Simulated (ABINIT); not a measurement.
# A GW chain in ABINIT: Ba2TaBiO6 (R-3)

Aim: the G0W0 gap of Ba2TaBiO6 (R-3) on LDA, step by step.

Calculated with ABINIT 10.8.3; LDA and many-body steps on it, plane waves.

Report form: the programs' logs are mostly left out.

## 1. Set-up

It takes space group R-3 (No. 148, trigonal). The conventional cell has a = 6.151 Å, b = 6.151 Å, c = 14.869 Å, α = 90.00°, β = 90.00°, γ = 120.00°. Nearest to Ba lie 12 O at 2.76 to 3.40 Å. Ta has 6 O at 2.01 Å nearest. Bi has 6 O at 2.36 Å nearest. Nearest to O lie 1 Ta at 2.01 Å and 1 Bi at 2.36 Å and 4 Ba at 2.76 to 3.40 Å. Farther neighbours and most contacts between anions are not listed.

As a file:

```cif
data_structure
_symmetry_space_group_name_H-M 'P 1'
_symmetry_Int_Tables_number 1
_cell_length_a 6.0973
_cell_length_b 6.0973
_cell_length_c 6.0973
_cell_angle_alpha 60.587
_cell_angle_beta 60.587
_cell_angle_gamma 60.587
_cell_volume 162.41
loop_
_atom_site_label
_atom_site_type_symbol
_atom_site_fract_x
_atom_site_fract_y
_atom_site_fract_z
_atom_site_occupancy
Ba1 Ba 0.74882 0.74882 0.74882 1
Ba2 Ba 0.25118 0.25118 0.25118 1
Ta3 Ta 0.50000 0.50000 0.50000 1
Bi4 Bi 0.00000 0.00000 0.00000 1
O5 O 0.72551 0.21886 0.32204 1
O6 O 0.21886 0.32204 0.72551 1
O7 O 0.32204 0.72551 0.21886 1
O8 O 0.27449 0.78114 0.67797 1
O9 O 0.67797 0.27449 0.78114 1
O10 O 0.78114 0.67797 0.27449 1
```

The cell and positions are those that the Materials Project relaxed with its own functionals (PBE, PBE+U or r2SCAN), kept fixed. Spin-orbit coupling is left out unless a step names it.

## 2. Ground state

This step: ABINIT 10.8.3; DFT, LDA, plane waves, norm-conserving pseudopotentials.

The ground-state density comes first.

Input file run.abi:

```
acell 3*1.0 Angstrom
rprim 
  3.075626834241 1.775713980676 4.956223105800
  -3.075626834241 1.775713980676 4.956223105800
  0.000000000000 -3.551427961352 4.956223105800
ntypat 4
znucl 56 73 83 8
natom 10
typat 1 1 2 3 4 4 4 4 4 4
xred 
  0.748816000000 0.748816000000 0.748816000000
  0.251184000000 0.251184000000 0.251184000000
  0.500000000000 0.500000000000 0.500000000000
  0.000000000000 0.000000000000 0.000000000000
  0.725510000000 0.218856000000 0.322035000000
  0.218856000000 0.322035000000 0.725510000000
  0.322035000000 0.725510000000 0.218856000000
  0.274490000000 0.781144000000 0.677965000000
  0.677965000000 0.274490000000 0.781144000000
  0.781144000000 0.677965000000 0.274490000000
pp_dirpath "pseudos"
pseudos "Ba.upf, Ta.upf, Bi.upf, O.upf"
ecut 62
ngkpt 4 4 4
nshiftk 1
shiftk 0 0 0
kptopt 1
chksymbreak 0
nband 62
occopt 1
tolvrs 1e-08
nstep 60
prtwf 0
optforces 0
optstress 0
indata_prefix "in"
outdata_prefix "out"
tmpdata_prefix "tmp"
```

Command:

```console
> OMP_NUM_THREADS=1 mpirun -n 4 abinit run.abi > log
```

The job ended after 18 min (4 MPI ranks of Arm Neoverse V1, shared host; peak memory 1.4 GiB).

Numbers from this step:

- total energy: -19386.1218 eV
- gap: 2.549 eV
- k of the valence top: 0.5, 0.5, 0.5
- k of the conduction bottom: 0.5, 0, 0
- least direct gap: 2.577 eV

The gap is indirect, with the least direct gap 0.03 eV higher.

## 3. Bands along the symmetry lines

Levels along a band path, at the cheap level, show where the edges lie and whether the meshes to come will hold them.

Edit run.abi of step 2 so:

```diff
@@ -23,14 +23,38 @@
 ecut 62
-ngkpt 4 4 4
-nshiftk 1
-shiftk 0 0 0
-kptopt 1
-chksymbreak 0
-nband 62
-occopt 1
-tolvrs 1e-08
-nstep 60
+iscf -2
+irdden 1
+kptopt 0
+nkpt 24
+kpt 
+  0.00000000 0.00000000 0.00000000
+  0.16666667 0.16666667 0.16666667
+  0.33333333 0.33333333 0.33333333
+  0.50000000 0.50000000 0.50000000
+  0.58258571 0.41741429 0.50000000
+  0.66517141 0.33482859 0.50000000
+  0.74775712 0.25224288 0.50000000
+  0.50000000 -0.25224288 0.25224288
+  0.50000000 -0.16816192 0.16816192
+  0.50000000 -0.08408096 0.08408096
+  0.50000000 0.00000000 0.00000000
+  0.33333333 0.00000000 0.00000000
+  0.16666667 0.00000000 0.00000000
+  0.00000000 0.00000000 0.00000000
+  0.12537381 -0.12537381 0.00000000
+  0.25074763 -0.25074763 0.00000000
+  0.37612144 -0.37612144 -0.00000000
+  0.62387856 0.00000000 0.37612144
+  0.58258571 0.00000000 0.41741429
+  0.54129285 0.00000000 0.45870715
+  0.50000000 0.00000000 0.50000000
+  0.33333333 0.00000000 0.33333333
+  0.16666667 0.00000000 0.16666667
+  0.00000000 0.00000000 0.00000000
+istwfk *1
+nband 60
+nbdbuf 2
+tolwfr 1e-08
+nstep 40
 prtwf 0
-optforces 0
-optstress 0
+prtvol 0
 indata_prefix "in"
```

Run time: 11 min. Hardware: 4 MPI ranks; peak memory 1.2 GiB.

Numbers from this step:

- gap: 2.549 eV
- k of the valence top: 0.5, 0.5, 0.5
- k of the conduction bottom: 0.5, 0, 0
- least direct gap: 2.577 eV

The gap is 2.549 eV, as in the run before at this level.

Electronic bands along the path, in eV, zero at the top of the highest filled band:

| point | band 50 | band 51 | band 52 | band 53 | band 54 | band 55 | band 56 | band 57 |
| --- | --- | --- | --- | --- | --- | --- | --- | --- |
| Γ | -1.44 | -1.18 | -1.18 | -0.79 | 3.16 | 3.34 | 3.40 | 3.40 |
| T | -1.56 | -1.56 | -1.53 | 0.00 | 2.68 | 3.14 | 3.14 | 4.10 |
| H2 | -1.68 | -1.31 | -1.30 | -0.75 | 3.32 | 3.39 | 3.90 | 4.07 |
| jump to H0 | -1.68 | -1.31 | -1.30 | -0.75 | 3.32 | 3.39 | 3.90 | 4.07 |
| L | -1.41 | -1.40 | -1.26 | -0.03 | 2.55 | 2.92 | 3.44 | 3.83 |
| Γ | -1.44 | -1.18 | -1.18 | -0.79 | 3.16 | 3.34 | 3.40 | 3.40 |
| S0 | -1.54 | -1.51 | -1.36 | -0.85 | 3.15 | 3.67 | 3.81 | 4.23 |
| jump to S2 | -1.54 | -1.51 | -1.36 | -0.85 | 3.15 | 3.67 | 3.81 | 4.23 |
| F | -1.73 | -1.67 | -1.63 | -0.91 | 3.22 | 4.05 | 4.09 | 4.35 |
| Γ | -1.44 | -1.18 | -1.18 | -0.79 | 3.16 | 3.34 | 3.40 | 3.40 |

## 4. Empty states on the mesh, 2×2×2 mesh, 274 bands

The sums over transitions need many empty states on a uniform mesh; this step solves for them.

Input file run.abi:

```
acell 3*1.0 Angstrom
rprim 
  3.075626834241 1.775713980676 4.956223105800
  -3.075626834241 1.775713980676 4.956223105800
  0.000000000000 -3.551427961352 4.956223105800
ntypat 4
znucl 56 73 83 8
natom 10
typat 1 1 2 3 4 4 4 4 4 4
xred 
  0.748816000000 0.748816000000 0.748816000000
  0.251184000000 0.251184000000 0.251184000000
  0.500000000000 0.500000000000 0.500000000000
  0.000000000000 0.000000000000 0.000000000000
  0.725510000000 0.218856000000 0.322035000000
  0.218856000000 0.322035000000 0.725510000000
  0.322035000000 0.725510000000 0.218856000000
  0.274490000000 0.781144000000 0.677965000000
  0.677965000000 0.274490000000 0.781144000000
  0.781144000000 0.677965000000 0.274490000000
pp_dirpath "pseudos"
pseudos "Ba.upf, Ta.upf, Bi.upf, O.upf"
ecut 62
ngkpt 2 2 2
nshiftk 1
shiftk 0 0 0
kptopt 1
chksymbreak 0
iscf -2
irdden 1
istwfk *1
nband 274
nbdbuf 24
tolwfr 1e-09
nstep 60
prtvol 0
indata_prefix "in"
outdata_prefix "out"
tmpdata_prefix "tmp"
```

It took 8.4 min on 4 MPI ranks; peak memory 1.2 GiB.

Numbers from this step:

```yaml
gap: 2.549 eV
k_of_the_valence_top: 0.5, 0.5, 0.5
k_of_the_conduction_bottom: 0.5, 0, 0
least_direct_gap: 2.577 eV
k_points_computed: 4
lowest_point_of_the_top_converged_band_above_the_valence_top: 57.0432 eV
```

On this mesh the gap is 2.549 eV.

## 5. Screening, 2×2×2 mesh, 250 bands, screening to 130.6 eV

The RPA dielectric matrix is built and inverted for each q.

This step: RPA screening on LDA, plane waves, norm-conserving pseudopotentials.

Edit run.abi of step 4 so:

```diff
@@ -28,10 +28,11 @@
 chksymbreak 0
-iscf -2
-irdden 1
 istwfk *1
-nband 274
-nbdbuf 24
-tolwfr 1e-09
-nstep 60
-prtvol 0
+occopt 1
+irdwfk 1
+optdriver 3
+nband 250
+ecuteps 4.8
+inclvkb 2
+awtr 1
+symchi 1
 indata_prefix "in"
```

Run time: 8.4 min. Hardware: 4 MPI ranks; peak memory 6.9 GiB.

This step gave:

```
ε∞ with local fields, on this mesh, along the program's q direction : 6.609
the same without local fields                                       : 7.214
plasma frequency                                                    : 30.00 eV
plane waves in the screening matrix                                 : 537
```

Local fields lower ε∞ by 8 %. On a Γ-centred mesh this coarse the value itself is usually too large, while a short band sum pulls it down.

## 6. Self-energy, 2×2×2 mesh, 250 bands, screening to 130.6 eV

The self-energy is evaluated for the states that the input lists, and the levels follow from it, in one-shot runs by the linearised quasiparticle equation.

This step: G0W0 on LDA, plane waves, norm-conserving pseudopotentials.

Edit run.abi of step 5 so:

```diff
@@ -31,8 +31,19 @@
 irdwfk 1
-optdriver 3
+optdriver 4
 nband 250
+gwcalctyp 0
+ecutsigx 62
+symsigma 1
+nkptgw 3
+kptgw 
+  0.5000000000 0.5000000000 0.5000000000
+  0.5000000000 0.0000000000 0.0000000000
+  0.0000000000 0.0000000000 0.0000000000
+bdgw 
+  52 56
+  52 55
+  51 55
 ecuteps 4.8
-inclvkb 2
-awtr 1
-symchi 1
+irdscr 1
+ppmodel 1
 indata_prefix "in"
```

The job ended after 84 s (4 MPI ranks; peak memory 3.9 GiB).

This step gave:

```
G0W0 gap on the points computed              : 3.346 eV
starting gap on the mesh                     : 2.549 eV
k of the valence top                         : 0.5, 0.5, 0.5
k of the conduction bottom                   : 0.5, 0, 0
Z at the valence top                         : 0.79
Z at the conduction bottom                   : 0.828
least direct G0W0 gap on the computed points : 3.379 eV
```

The gap on the mesh goes from 2.55 eV to 3.35 eV, a correction of +0.80 eV.

Limits: finite bands, cutoff and mesh; no spin-orbit coupling; coarse k mesh. v1 is the top filled band, c1 the lowest empty one. The levels before and after the correction (eV, zero at the valence-band top of each column):

```
           conduction bottom  valence top
Kohn-Sham               2.55         0.00
     G0W0               3.35         0.00
```

```csv
,level,energy (eV)
Kohn-Sham,(0.5 0.5 0.5) v2,-1.531
Kohn-Sham,(0.5 0.5 0.5) v1,0.000
Kohn-Sham,(0.5 0.5 0.5) c1,2.682
Kohn-Sham,(0.5 0.5 0.5) c2-c3,3.138
Kohn-Sham,(0.5 0 0) v2,-1.257
Kohn-Sham,(0.5 0 0) v1,-0.028
Kohn-Sham,(0.5 0 0) c1,2.549
Kohn-Sham,(0.5 0 0) c2,2.915
G0W0,(0.5 0.5 0.5) v2,-1.846
G0W0,(0.5 0.5 0.5) v1,0.000
G0W0,(0.5 0.5 0.5) c1,3.485
G0W0,(0.5 0.5 0.5) c2-c3,3.975
G0W0,(0.5 0 0) v2,-1.538
G0W0,(0.5 0 0) v1,-0.033
G0W0,(0.5 0 0) c1,3.346
G0W0,(0.5 0 0) c2,3.730
```

## 7. Where the time went

Times are wall times on 4 MPI ranks of Arm Neoverse V1, shared host, good to a factor of about two.

```
                          step     time  share  memory (GiB)
                  ground state   18 min   39 %           1.4
bands along the symmetry lines   11 min   23 %           1.2
      empty states on the mesh  8.4 min   18 %           1.2
                     screening  8.4 min   18 %           6.9
                   self-energy     84 s    3 %           3.9
```

## 8. What came out

```yaml
lda_gap: 2.55 eV, indirect (only 28 meV under the direct gap)
g0w0_gap_on_the_mesh: 3.35 eV
gw_settings: 2×2×2 mesh, 250 bands, screening to 130.6 eV, Godby-Needs plasmon pole
known_limits: not at the basis limit; no spin-orbit coupling; coarse k mesh
```

**Reading.** G0W0 moves the gap on the mesh from 2.55 eV to 3.35 eV (+0.80 eV), with Z of 0.79 and 0.83 at the edges. Local fields lower the RPA ε∞ on this mesh from 7.21 to 6.61; a Γ-centred mesh this coarse tends to raise both, most where the direct gap is narrow, while a short band sum lowers them. Only 3 of the mesh's irreducible points were corrected, so a valley elsewhere could overtake. The dearest step here is «ground state». Bands and cutoff are finite, so the gap is not at the basis limit. The miss can reach some tenths of an eV and take either sign; the mesh is an error of its own. In the G0W0 run levels were corrected at 3 k points alone, so a gap called «on the mesh» is the least over those, and an edge elsewhere would be missed. The 2×2×2 mesh is coarse for this cell, which bears on the long-range parts of exchange and screening. Where an edge is built on 6p states of lead, bismuth or thallium, scalar-relativistic gaps usually stand too wide, by a few tenths to over one eV. The many-body steps are scalar-relativistic: spin-orbit coupling is not in them.

[Paths, hosts, dates, memory and timing lines, banners, echoed tables and standing remarks are left out of the program output.]

[Logs are printed without paths, hosts, clocks, repeated set-up lines and the standing remarks that a program may print on its own settings, such as how far it seeks lower states.]

[Runs of the session that timed out or met a known fault of the program may be left out.]

[Hosts, paths, dates, database ids (printed as entryN), source tags and the programs' standing remarks are cut or masked in the printed files.]

[G0W0 gaps are taken among the corrected bands and points alone; a level outside them can change the order at an edge.]

[Where Ansatz stands beside ABINIT at settings called matched, ABINIT's density can come from a denser mesh and the files from another edition; pairs whose starting gaps differed by over 0.03 eV were left out, so agreement reads better than it is.]
